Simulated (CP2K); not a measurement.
Consider fluorine at its PBE geometry (Å).

```xyz
2

F     0.7137    0.0000    0.0000
F    -0.7137    0.0000    0.0000
```

Method: CP2K XAS_TDP, all-electron GAPW, PBEh(45%), aug-cc-pVTZ, TDA, GW2X-corrected core level, no relativity.

**Question.** Where do the F K-edge lines lie, and how strong are they?

Leading lines: F1 680.68 eV. The leading line of an atom is its first one with 35 % of the strongest within 2.5 eV of its lowest line over the strength cut. Core ionisation energies at this level: F1 693.41 eV.

The first six lines of each atom with a strength over 0.0015:

```tsv
atom	energy (eV)	states	strength, one atom	above the computed threshold
F1, 2 alike	680.68	1	0.0724	
	692.77	1	0.0027	
	694.04	2	0.0165	yes
	696.41	2	0.0030	yes
	700.45	1	0.0019	yes
	709.71	2	0.0176	yes
```

Lines are vertical, at one geometry, with no vibrational structure. GW2X ionisation energies and lines can be off by 1 to 2 eV either way, and a good line position may hide errors that cancel. These values hold no scalar relativity, about 0.7 eV for F 1s. Rydberg lines, and the discretised continuum above threshold, depend on the basis and the box.

[Banner, clock and machine lines of the logs are left out without a mark of their own.]

[Logs are printed without paths, hosts, clocks, repeated set-up lines and the standing remarks that a program may print on its own settings, such as how far it seeks lower states.]

[Hosts, paths, dates, database ids (printed as entryN), source tags and the programs' standing remarks are cut or masked in the printed files.]
